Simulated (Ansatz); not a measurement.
# HfCdO3 in P4/mbm, a phase reached by a soft mode: a soft mode frozen in

Aim: this structure of HfCdO3 in P4/mbm, a phase reached by a soft mode is to be tested for unstable modes, and one is followed downhill.

Main program and level: Ansatz 0.2.0; DFT PBEsol, scalar-relativistic, plane waves, PAW; PAW set soft_1.

The structure was built from a prototype and need not be the compound's stable phase.

### 1. The starting structure

Symmetry: P4/mbm, No. 127, tetragonal system. The conventional cell has a = 5.608 Å, b = 5.608 Å, c = 4.027 Å, α = 90.00°, β = 90.00°, γ = 90.00°. Nearest to Cd lie 4 O at 2.41 Å. Hf has 6 O at 2.01 to 2.09 Å nearest. Nearest to O lie 2 Hf at 2.09 Å and 2 Cd at 2.41 Å. Nearest to O lie 2 Hf at 2.01 Å. Farther neighbours and most contacts between anions are not listed.

### 2. Linear response at the zone centre

This phase was reached earlier by freezing in an unstable mode of a structure of higher symmetry and relaxing. Its zone-centre modes can show that it is still unstable.

The input, input.yaml:

```yaml
crystal:
  lattice:
    - [5.6083914436, 0.0, 0.0]
    - [0.0, 5.6083914436, 0.0]
    - [0.0, 0.0, 4.0265195377]
  atoms:
    - { symbol: Cd, position: [0.5, 0.0, 0.0] }
    - { symbol: Cd, position: [0.0, 0.5, 0.0] }
    - { symbol: Hf, position: [0.0, 0.0, 0.5] }
    - { symbol: Hf, position: [0.5, 0.5, 0.5] }
    - { symbol: O, position: [0.1678270082, 0.6678270082, 0.5] }
    - { symbol: O, position: [0.8321729918, 0.3321729918, 0.5] }
    - { symbol: O, position: [0.3321729918, 0.1678270082, 0.5] }
    - { symbol: O, position: [0.6678270082, 0.8321729918, 0.5] }
    - { symbol: O, position: [0.0, 0.0, 0.0] }
    - { symbol: O, position: [0.5, 0.5, 0.0] }
kpoints:
  mp_grid: { grid: [4, 4, 6] }
hamiltonian:
  xc: pbesol
  pseudopotentials: { kind: paw, azcp: { folder: soft_1 }, xc_functional: pbe }
scf:
  occupations: { method: fixed }
output:
  eigenvalues: true
phonons:
  method: dfpt
  dielectric: true
  rigid_motions: translations
```

On the command line:

```
$ ansatz run input.yaml --threads 4 --pin off --max-ram 16384MiB --backend cpu --events-out ev --progress --plain --runs-dir out
```

Numbers of over 12 decimals in the logs are rounded to 6 here.

The program printed:

```text
Engine: ansatz 0.2.0, aarch64-unknown-linux-gnu
Pseudopotentials: kind: paw
Pseudopotential: Cd, paw, valence charge 20, recommended cutoff 420 eV (normal), soft_1/Cd.paw.azcp
Pseudopotential: Hf, paw, valence charge 26, recommended cutoff 420 eV (normal), soft_1/Hf.paw.azcp
Pseudopotential: O, paw, valence charge 6, recommended cutoff 420 eV (normal), soft_1/O.paw.azcp
Functional definition: PBEsol
  exchange = pbesol_x
  correlation = pbesol_c
Crystal: 10 atoms, lattice volume = 126.650 Å³
Basis set: ecut = 420 eV, 2481 PW (Γ), exchange–correlation on 80×80×54 points (8 copies of the dense FFT grid, shifted against one another)
Bands: 77, of which v1, the nominal top of the filled ones, is band 64 counted from 1 (63 counted from 0)
Symmetry: 16 space group operations
k-points: 52 of 96 (irreducible under 1 space group operation, time reversal used)
Non-local potential: Cd, projectors of the file, l = 0: 3, l = 1: 2, l = 2: 2, l = 3: 1
Non-local potential: Hf, projectors of the file, l = 0: 3, l = 1: 2, l = 2: 2, l = 3: 3
Non-local potential: O, projectors of the file, l = 0: 2, l = 1: 2, l = 2: 1
PAW form: soft (Blöchl's): semilocal exchange-correlation on the pseudo side does not see the compensation charge
PAW frozen core: Cd, regenerated for the run's functional, and the local potential with it (the file was generated under x = pbe(κ = 0.804, μ = 0.219515), c = pbe(β = 0.066725))
PAW frozen core: Hf, regenerated for the run's functional, and the local potential with it (the file was generated under x = pbe(κ = 0.804, μ = 0.219515), c = pbe(β = 0.066725))
PAW frozen core: O, regenerated for the run's functional, and the local potential with it (the file was generated under x = pbe(κ = 0.804, μ = 0.219515), c = pbe(β = 0.066725))
PAW one-centre angular grid: Cd, 590 points (default); XC on 64 Gauss nodes
PAW one-centre angular grid: Hf, 590 points (default); XC on 64 Gauss nodes
PAW one-centre angular grid: O, 110 points (default); XC on 64 Gauss nodes
Initial density: superposition of atomic densities (chi_scale 0.1, normalization cell, long waves kept (reshape's long-wave potential 0.00 eV rms))
Initial wavefunctions: pseudopotential atomic-orbital guess
Functional: x = pbesol(κ = 0.804, μ = 0.123457), c = pbesol(β = 0.046)
SCF iter   1: F=—  HF=-50942.923287 eV  |F-HF|=—  |Δ(HF+E_count)|=         —  Δρ=9.46e-2  dr2=1.02e1  ethr=3.10e-3  ⟨swp⟩=4.0  Hψ=11250  notcnv=0  defer=343
preconditioner: auto → Resta (q_TF=auto, 2.733 Å⁻¹)  ε∞=5.0  [insulator: Δε(μ)=1.132 eV  Ē_g=17.092 eV  n_scr=46 (ndim 8)  ℏωp=34.3 eV  f_vac=0.000  ε∞_Penn≈5.0]
SCF iter   2: F=—  HF=-50940.475983 eV  |F-HF|=—  |Δ(HF+E_count)|=    2.45e0  Δρ=3.82e-2  dr2=1.92e0  ethr=3.10e-3  ⟨swp⟩=2.1  Hψ=7846  notcnv=0  defer=489
SCF iter   3: F=—  HF=-50939.947620 eV  |F-HF|=—  |Δ(HF+E_count)|=   5.28e-1  Δρ=2.09e-2  dr2=5.72e-1  ethr=1.50e-3  ⟨swp⟩=2.0  Hψ=6950  notcnv=0  defer=542
SCF iter   4: F=—  HF=-50939.801994 eV  |F-HF|=—  |Δ(HF+E_count)|=   1.46e-1  Δρ=6.55e-3  dr2=3.43e-2  ethr=4.47e-4  ⟨swp⟩=2.0  Hψ=6748  notcnv=0  defer=570
SCF iter   5: F=—  HF=-50939.810242 eV  |F-HF|=—  |Δ(HF+E_count)|=   8.25e-3  Δρ=2.02e-3  dr2=7.02e-3  ethr=2.68e-5  ⟨swp⟩=2.0  Hψ=6939  notcnv=0  defer=570
SCF iter   6: F=—  HF=-50939.807055 eV  |F-HF|=—  |Δ(HF+E_count)|=   3.19e-3  Δρ=7.76e-4  dr2=5.41e-4  ethr=5.48e-6  ⟨swp⟩=2.9  Hψ=6789  notcnv=0  defer=572
SCF iter   7: F=—  HF=-50939.807003 eV  |F-HF|=—  |Δ(HF+E_count)|=   5.28e-5  Δρ=3.16e-4  dr2=1.42e-4  ethr=4.23e-7  ⟨swp⟩=2.0  Hψ=6944  notcnv=0  defer=525
SCF iter   8: F=—  HF=-50939.807140 eV  |F-HF|=—  |Δ(HF+E_count)|=   1.38e-4  Δρ=3.33e-4  dr2=1.13e-4  ethr=1.11e-7  ⟨swp⟩=2.0  Hψ=6615  notcnv=0  defer=323
SCF iter   9: F=—  HF=-50939.807120 eV  |F-HF|=—  |Δ(HF+E_count)|=   2.07e-5  Δρ=8.13e-5  dr2=7.79e-6  ethr=8.85e-8  ⟨swp⟩=2.0  Hψ=6099  notcnv=0  defer=303
SCF iter  10: F=—  HF=-50939.807120 eV  |F-HF|=—  |Δ(HF+E_count)|=   4.59e-7  Δρ=2.05e-5  dr2=5.46e-7  ethr=6.09e-9  ⟨swp⟩=2.0  Hψ=6597  notcnv=0  defer=303
SCF iter  11: F=—  HF=-50939.807121 eV  |F-HF|=—  |Δ(HF+E_count)|=   4.10e-7  Δρ=4.52e-6  dr2=2.30e-8  ethr=4.27e-10  ⟨swp⟩=2.0  Hψ=6689  notcnv=0  defer=303
SCF iter  12: F=—  HF=-50939.807121 eV  |F-HF|=—  |Δ(HF+E_count)|=   1.08e-8  Δρ=1.75e-6  dr2=3.36e-9  ethr=1.80e-11  ⟨swp⟩=2.0  Hψ=6587  notcnv=0  defer=303
SCF iter  13: F=—  HF=-50939.807121 eV  |F-HF|=—  |Δ(HF+E_count)|=  8.00e-11  Δρ=8.19e-7  dr2=7.79e-10  ethr=2.63e-12  ⟨swp⟩=2.0  Hψ=6657  notcnv=0  defer=303
SCF iter  14: F=-50939.807121 eV  HF=-50939.807121 eV  |F-HF|=7.28e-11  |Δ(HF+E_count)|=  2.33e-10  Δρ=2.88e-7  dr2=9.07e-11  ethr=1.00e-12  ⟨swp⟩=11.9  Hψ=26989  notcnv=0
SCF 1 converged in 14 iterations: F = -50939.807121 eV  dr2 = 9.07e-11
  greatest PAW one-centre occupation: 1.000 electrons in one spin orbital (limit 2), on the Cd atom at site 1 (counted from 0), in its partial waves of l = 0
DFPT response loops at Γ: preconditioner auto → Resta (q_TF=auto, 2.733 Å⁻¹)  ε∞=7.6 (no band partly filled); β = 1.00, the filter's whole step (`scf.mixing.beta` (0.50) is not read by the response loops at its default; to damp them type it under 1.00, their step now; it binds the ground state too); Broyden in place of MSR1
── the response to a field inside a basis, on 10×10×12 k-points: an SCF that follows is theirs, and a resumed run solves both again ──
Bands: 65, of which v1, the nominal top of the filled ones, is band 64 counted from 1 (63 counted from 0)
k-points: 90 of 1200
Initial density: handed on by an earlier stage of this run
Initial wavefunctions: pseudopotential atomic-orbital guess (no wavefunctions were taken with the density)
Eigensolver: Dense (90 Hₖ)
SCF iter   1: F=—  HF=-50939.577640 eV  |F-HF|=—  |Δ(HF+E_count)|=         —  Δρ=4.77e-4  dr2=5.44e-5  ethr=1.00e-1
preconditioner: auto → Resta (q_TF=auto, 2.733 Å⁻¹)  ε∞=8.2  [insulator: Δε(μ)=1.224 eV  Ē_g=12.757 eV  n_scr=46 (ndim 8)  ℏωp=34.3 eV  f_vac=0.015  ε∞_Penn≈8.2]
SCF iter   2: F=—  HF=-50939.577659 eV  |F-HF|=—  |Δ(HF+E_count)|=   1.93e-5  Δρ=2.47e-4  dr2=2.01e-5  ethr=4.25e-8
SCF iter   3: F=—  HF=-50939.577672 eV  |F-HF|=—  |Δ(HF+E_count)|=   1.26e-5  Δρ=1.23e-4  dr2=5.27e-6  ethr=1.57e-8
SCF iter   4: F=—  HF=-50939.577676 eV  |F-HF|=—  |Δ(HF+E_count)|=   4.15e-6  Δρ=2.02e-5  dr2=3.35e-7  ethr=4.11e-9
SCF iter   5: F=-50939.577676 eV  HF=-50939.577676 eV  |F-HF|=9.05e-9  |Δ(HF+E_count)|=   4.58e-8  Δρ=7.32e-6  dr2=5.88e-8  ethr=2.61e-10
SCF 1 converged in 5 iterations: F = -50939.577676 eV  dr2 = 5.88e-8
DFPT response loops at Γ: preconditioner auto → Resta (q_TF=auto, 2.733 Å⁻¹)  ε∞=7.0 (no band partly filled); β = 1.00, the filter's whole step (`scf.mixing.beta` (0.50) is not read by the response loops at its default; to damp them type it under 1.00, their step now; it binds the ground state too); Broyden in place of MSR1
WARN: field response: ε∞ stands inside a basis, on 10×10×12 points; the force constants stand on the 4×4×6 k-mesh, whose period is 10.60 times the interband length at k = (0.0000, 0.0000, 0.0000), direct gap 1.255 eV, under 14: take them and everything formed from them as unconverged, and compare with a denser kpoints.mp_grid
SCF converged after 14 iterations
Free energy (F): -50939.807121 eV
Harris-Foulkes:  -50939.807121 eV  (|F-HF|=7.28e-11)
Internal energy: -50939.807121 eV  (E = F + TS)
E sigma→0 (E₀):  -50939.807121 eV
Fermi energy:    11.827025 eV
--- Per-component energies (eV) ---
  E_band       = -896.502288
  E_kinetic    = 2699.269415
  E_local      = -21344.599370  (includes V_loc(G=0)·N_el)
  E_nonlocal   = 711.764887
  E_hartree    = 9998.600039
  E_xc         = -1261.286143
  E_vxc        = -1440.861526  (∫ρ·V_xc dr)
  E_paw        = -24166.166485  (= ΣΔE_a)
  E_vpaw       = -1519.281015  (= ΣTr[D̂ρ^β])
  E_aug_tail   = 0.005238  (compensation charges beyond the density's cutoff)
  E_ewald      = -17580.792463
  E_core_change = 3.397761  (= ΣΔE_core)
  E_smearing   = -0.000000  (= −TS)
  E_closure    = -0.000000  (closes the sum)
  Σ components = -50939.807121   (vs F -50939.807121, Δ=0.00e0)
--- Band table (eV; the first three rows and the last of 52) ---
  k-point 0: bands = [... 60 lower, 10.9355, 11.3223, 11.6230, 11.6230, 12.8777, 15.5155, 16.1119, 16.1119, ... 9 higher]
  k-point 1: bands = [... 60 lower, 11.0823, 11.0823, 11.7188, 11.7188, 13.6747, 15.4881, 16.6928, 16.6928, ... 9 higher]
  k-point 2: bands = [... 60 lower, 11.3896, 11.3896, 11.8270, 11.8270, 15.1853, 15.3613, 16.8751, 17.7241, ... 9 higher]
  k-point 51: bands = [... 60 lower, 10.7952, 10.7952, 11.5153, 11.5153, 16.4824, 16.4824, 17.6140, 17.6140, ... 9 higher]
--- Phonons (Γ-DFPT): 8 representative perturbations + reference, on 52 of 96 k-points (Σ response iterations 35) ---
  k mesh reduced under 1 symmetry operation, with k and −k counted as one. Each operation leaves every solved perturbation unchanged. A smaller set is not considered because the run solves the response to a homogeneous field
  ASR residual: 2.664e-4 → 0.000e0 eV/Å²; symmetrization residual: 2.149e-5 eV/Å²
  ASR residual per site (eV/Å²): 4.72e-5 4.72e-5 2.66e-4 2.66e-4 1.39e-4 1.39e-4 1.39e-4 1.39e-4 1.57e-4 1.57e-4
  Γ frequencies (cm⁻¹): -145.86 -145.86 -76.53 -76.53 0.00 0.00 0.00 79.88 86.17 86.17 97.81 111.21 113.44 113.44 190.51 190.51 200.40 217.37 229.10 229.10 232.91 232.91 398.83 471.27 515.32 515.32 582.16 639.50 642.96 732.17
  ε∞ (high-frequency dielectric tensor):
        5.708097     0.000000     0.000000
        0.000000     5.708097     0.000000
        0.000000     0.000000     6.177288
  softest optical mode at Γ: -145.86 cm⁻¹; the repairs (sum rule, projections) moved no ω² at Γ by more than (3.71 cm⁻¹)²
  Born effective charges Z* (e; rows j = field, columns β = displacement):
    site 0:
         2.55758   -0.24482    0.00000
        -0.24482    2.55758    0.00000
         0.00000    0.00000    3.02041
    site 1:
         2.55758    0.24482    0.00000
         0.24482    2.55758    0.00000
         0.00000    0.00000    3.02041
    site 2:
         5.60875   -0.03985    0.00000
         0.03985    5.60875    0.00000
         0.00000    0.00000    6.02059
    site 3:
         5.60875    0.03985    0.00000
        -0.03985    5.60875    0.00000
         0.00000    0.00000    6.02059
    site 4:
        -3.10736    1.08929    0.00000
         1.08929   -3.10736    0.00000
         0.00000    0.00000   -2.01884
    site 5:
        -3.10736    1.08929    0.00000
         1.08929   -3.10736    0.00000
         0.00000    0.00000   -2.01884
    site 6:
        -3.10736   -1.08929    0.00000
        -1.08929   -3.10736    0.00000
         0.00000    0.00000   -2.01884
    site 7:
        -3.10736   -1.08929    0.00000
        -1.08929   -3.10736    0.00000
         0.00000    0.00000   -2.01884
    site 8:
        -1.95161    0.14814    0.00000
        -0.14814   -1.95161    0.00000
         0.00000    0.00000   -5.00333
    site 9:
        -1.95161   -0.14814    0.00000
         0.14814   -1.95161    0.00000
         0.00000    0.00000   -5.00333
  Z* charge neutrality: 2.122e-2 e pre-enforcement
  solved inside a basis spanned on kpoints, on 10×10×12 k-points, taken by the longest dipole's decay: ε∞ is read to err by 2.8e-2, Z* by 1.5e-1 e (field_mesh: kpoints solves on kpoints); Z* is corrected for what the basis lacks
  optical modes at Γ without the LO–TO term, one row a degenerate level:
      ω (cm⁻¹)  modes    IR ((D/Å)²/amu)
       -145.86      2            38.7923
        -76.53      2             9.2834
         79.88      1             0.0000
         86.17      2             1.4063
         97.81      1             0.0000
        111.21      1             2.9944
        113.44      2             6.1874
[...]
optical modes at Γ + LO–TO along q̂ = [1.0000, 0.0000, 0.0000]:
      ω (cm⁻¹)  modes    IR ((D/Å)²/amu)
[...]
optical modes at Γ + LO–TO along q̂ = [0.0000, 1.0000, 0.0000]:
      ω (cm⁻¹)  modes    IR ((D/Å)²/amu)
[...]
optical modes at Γ + LO–TO along q̂ = [0.0000, 0.0000, 1.0000]:
      ω (cm⁻¹)  modes    IR ((D/Å)²/amu)
[...]
190.51      2             0.0000
        200.40      1             0.0000
        229.10      2            19.9982
        232.91      2            30.6274
        369.13      1            18.9549
        398.83      1             0.0000
        471.27      1             0.0000
        515.32      2            62.5625
        582.16      1             0.0000
        639.50      1             0.0000
        732.17      1             0.0000
        787.11      1            89.7656
```

Wall time 5 min (4 threads of Arm Neoverse V1, shared host); peak memory 2.3 GiB.

Reading the cycles: dr2 is the Hartree energy of the density residual (eV), the measure of convergence; HF is the Harris–Foulkes estimate of the energy, which meets the free energy F at convergence.

This step gave:

```yaml
gap_on_the_k_mesh: 1.051 eV
volume_per_atom: 12.67 Å³
sum_rule_residual_before_enforcement: 2.66e-4 eV/Å²
miss_of_the_charge_sum_rule: 0.02122 e
estimated_error_of_the_dielectric_tensor: 0.02776
estimated_error_of_the_born_charges: 0.1505 e
point_group: 4/mmm
highest_optical_mode_at_the_zone_centre_no_lo_to_term: 732.2 cm⁻¹
lowest_optical_zone_centre_mode: -145.9 cm⁻¹
mean_high_frequency_dielectric_constant: 5.864
largest_born_charge_third_of_the_trace: 5.746 e
top_of_the_zone_centre_spectrum_with_the_field: 787.1 cm⁻¹
```

Patterns of degenerate modes are one choice out of their space. Modes at Γ, with each element's share of the kinetic energy (negative means imaginary):

| mode | frequency (cm⁻¹) | symmetry | Cd % | Hf % | O % |
| --- | --- | --- | --- | --- | --- |
| 1 | -145.9 | Eu | 13 | 0 | 86 |
| 2 | -145.9 | Eu | 13 | 0 | 86 |
| 3 | -76.5 | Eu | 63 | 1 | 36 |
| 4 | -76.5 | Eu | 63 | 1 | 36 |
| 5 | 0.0 | acoustic | 33 | 53 | 14 |
| 6 | 0.0 | acoustic | 33 | 53 | 14 |
| 7 | 0.0 | acoustic | 33 | 53 | 14 |
| 8 | 79.9 | B1u | 93 | 0 | 7 |
| 9 | 86.2 | Eu | 53 | 21 | 26 |
| 10 | 86.2 | Eu | 53 | 21 | 26 |
| 11 | 97.8 | A1u | 0 | 96 | 4 |
| 12 | 111.2 | A2u | 66 | 30 | 4 |
| 13 | 113.4 | Eu | 17 | 59 | 24 |
| 14 | 113.4 | Eu | 17 | 59 | 24 |
| 15 | 190.5 | Eg | 0 | 0 | 100 |
| 16 | 190.5 | Eg | 0 | 0 | 100 |
| 17 | 200.4 | B1u | 7 | 0 | 93 |
| 18 | 217.4 | A2u | 1 | 14 | 86 |
| 19 | 229.1 | Eu | 10 | 58 | 32 |
| 20 | 229.1 | Eu | 10 | 58 | 32 |
| 21 | 232.9 | Eu | 11 | 6 | 83 |
| 22 | 232.9 | Eu | 11 | 6 | 83 |
| 23 | 398.8 | A1g | 0 | 0 | 100 |
| 24 | 471.3 | B2g | 0 | 0 | 100 |
| 25 | 515.3 | Eu | 0 | 2 | 98 |
| 26 | 515.3 | Eu | 0 | 2 | 98 |
| 27 | 582.2 | B1g | 0 | 0 | 100 |
| 28 | 639.5 | A1u | 0 | 4 | 96 |
| 29 | 643.0 | A2u | 0 | 3 | 97 |
| 30 | 732.2 | A2g | 0 | 0 | 100 |

Displacements in mode 2 (-145.9 cm⁻¹), the largest set to 1:
```
Cd1 -0.04 -0.01  0.00
Cd2 -0.15  0.15  0.00
Hf3 -0.01  0.02  0.00
Hf4 -0.02  0.00  0.00
O5   0.14 -0.16  0.00
O6   0.14 -0.16  0.00
O7  -0.03  0.08  0.00
O8  -0.03  0.08  0.00
O9   0.43 -0.91  0.00
O10  1.00 -0.11  0.00
```

Displacements in mode 11 (97.8 cm⁻¹), the largest set to 1:
```
Cd1  0.00  0.00  0.00
Cd2  0.00  0.00  0.00
Hf3  0.00  0.00  1.00
Hf4  0.00  0.00 -1.00
O5   0.00  0.00  0.00
O6   0.00  0.00  0.00
O7   0.00  0.00  0.00
O8   0.00  0.00  0.00
O9   0.00  0.00  0.66
O10  0.00  0.00 -0.66
```

Before it was imposed, the acoustic sum rule was missed by 2.7e-4 eV/Å² and the charge sum rule by 0.021 e. Small misses are needed for a sound result but don't prove that mesh and cutoff are converged. The lowest optical mode is imaginary, 145.9i cm⁻¹, so the energy falls along it.

The log warns of the k mesh: “the force constants stand on the 4×4×6 k-mesh, whose period is 10.60 times the interband length at k = (0.0000, 0.0000, 0.0000), direct gap 1.255 eV, under 14: take them and everything formed from them as unconverged”.

### 3. The mode frozen in, largest atomic shift 0 Å

The mode followed lies at Γ with frequency 145.9i cm⁻¹ and is 2-fold degenerate, the softest among the wavevectors solved. At small amplitude the distorted cell has space group no. 26 by a symmetry search on the positions. The undistorted cell that holds it gives the zero of energy on the same k mesh.

input.yaml, as its differences from that of step 2:

```diff
@@ -22,8 +22,6 @@
 scf:
-  occupations: { method: fixed }
+  occupations: { method: gaussian, width: 0.02 }
 output:
+  forces: true
+  stress: true
   eigenvalues: true
-phonons:
-  method: dfpt
-  dielectric: true
-  rigid_motions: translations
```

The program printed:

```text
[...]
Crystal: 10 atoms, lattice volume = 126.650 Å³
Basis set: ecut = 420 eV, 2481 PW (Γ), exchange–correlation on 80×80×54 points (8 copies of the dense FFT grid, shifted against one another)
Bands: 77, of which v1, the nominal top of the filled ones, is band 64 counted from 1 (63 counted from 0)
Symmetry: 16 space group operations
[...]
k-points: 24 of 96
[...]
k-point 0: bands = [... 60 lower, 10.9355, 11.3224, 11.6230, 11.6230, 12.8777, 15.5155, 16.1119, 16.1119, ... 6 higher]
  k-point 1: bands = [... 60 lower, 11.0823, 11.0823, 11.7188, 11.7188, 13.6747, 15.4881, 16.6928, 16.6928, ... 6 higher]
  k-point 2: bands = [... 60 lower, 11.3896, 11.3896, 11.8270, 11.8270, 15.1853, 15.3613, 16.8751, 17.7241, ... 6 higher]
  k-point 23: bands = [... 60 lower, 10.7952, 10.7952, 11.5154, 11.5154, 16.4824, 16.4824, 17.6140, 17.6140, ... 6 higher]
[key lines of the parts left out:]
SCF converged after 10 iterations
Free energy (F): -50939.807121 eV
Fermi energy:    12.352599 eV
P = ⅓ Tr σ = -0.0037 GPa (-0.037 kbar)
```

The job ended after 4.6 s (4 threads; peak memory 0.61 GiB; 17 s of CPU time).

This step gave:

```
pressure                         : -0.003709 GPa
energy from the undistorted cell : 0 meV/atom
```

At this level the gap is 1.05 eV on the k-mesh of the self-consistent run, which can miss the band edges.

(Part 1 of 3 ends here.)

[Logs are printed without paths, hosts, clocks, repeated set-up lines and the standing remarks that a program may print on its own settings, such as how far it seeks lower states.]

[Hosts, paths, dates, database ids (printed as entryN), source tags and the programs' standing remarks are cut or masked in the printed files.]
